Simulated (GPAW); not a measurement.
Consider AsP (R3m).

```xyz
2
Lattice="1.8426 1.0638 3.3263 -1.8426 1.0638 3.3263 0.0000 -2.1277 3.3263" Properties=species:S:1:pos:R:3 pbc="T T T"
As    0.0000    0.0000    7.7089
P     0.0000    0.0000    2.2700
```

Absorber: atom 1, with 3 P at 2.45 Å and 3 P at 3.00 Å (distorted octahedral, site symmetry 3m). Method: GPAW, LDA, excited-electron core hole (neutral cell), 14-atom cell with 6.5 Å between holes, 4×4×4 k points, dipole transitions, Gaussian full width 2.14 eV up to 4 eV, rising linearly to 3.5 eV at 25 eV.

Q: Predict the near-edge structure at the As K edge.

Main maxima up to 28 eV above the zero (height): 1.2 eV (2.23), 12.0 eV (0.84), 16.6 eV (0.88) and 23.8 eV (0.76). A K edge sees empty p states on the absorber. 

The As K spectrum (energy from the lowest empty level; intensity scaled to a mean of 1 over the first 20 eV; polarised curves are means over the symmetry-equivalent atoms):

```csv
E (eV),isotropic,ε ⊥ c,ε ∥ c
-2.00,0.04,0.05,0.04
-1.25,0.27,0.29,0.24
-0.50,0.91,0.96,0.81
0.25,1.78,1.86,1.61
1.00,2.23,2.31,2.07
1.75,2.06,2.15,1.88
2.50,1.71,1.82,1.47
3.25,1.42,1.53,1.22
4.00,1.24,1.27,1.18
4.75,1.14,1.09,1.24
5.50,1.07,0.99,1.23
6.25,0.90,0.85,1.00
7.00,0.68,0.68,0.67
7.75,0.54,0.58,0.47
8.50,0.54,0.58,0.45
9.25,0.61,0.66,0.52
10.00,0.71,0.75,0.63
10.75,0.79,0.82,0.72
11.50,0.84,0.86,0.79
12.25,0.84,0.86,0.81
13.00,0.82,0.83,0.80
13.75,0.79,0.79,0.78
14.50,0.78,0.78,0.78
15.25,0.82,0.82,0.81
16.00,0.87,0.87,0.87
16.75,0.88,0.88,0.88
17.50,0.84,0.85,0.83
18.25,0.78,0.80,0.74
19.00,0.72,0.75,0.67
19.75,0.70,0.72,0.65
20.50,0.69,0.70,0.68
21.25,0.71,0.70,0.72
22.00,0.73,0.72,0.77
22.75,0.75,0.73,0.79
23.50,0.76,0.75,0.79
24.25,0.76,0.75,0.79
25.00,0.75,0.73,0.77
25.75,0.73,0.71,0.76
26.50,0.71,0.69,0.75
27.25,0.70,0.67,0.74
28.00,0.70,0.67,0.76
28.75,0.72,0.68,0.81
```

The script folds with a Gaussian, whereas the core hole's own line is a Lorentzian, so the onset is too steep and the first peak too high. The unit cell's mesh shows no gap over 0.35 eV. That is right for a metallic compound; for a small-gap or correlated insulator it would be the fault of the functional or of the assumed magnetic order, and the hole would be screened too well. The structure is a computed Materials Project entry and may be a hypothetical form.

[Banner, clock and machine lines of the logs are left out without a mark of their own.]

[Logs are printed without paths, hosts, clocks, repeated set-up lines and the standing remarks that a program may print on its own settings, such as how far it seeks lower states.]

[Hosts, paths, dates, database ids (printed as entryN), source tags and the programs' standing remarks are cut or masked in the printed files.]

[Lists of maxima count a maximum above −3 eV only where it reaches 4 % of the highest in the window and stands out from its surroundings by 2 % of it (1.5 % where it reaches 55 %); shoulders and weaker maxima are passed over, and of the rest the first, up to two pre-edge ones and the few strongest are named.]
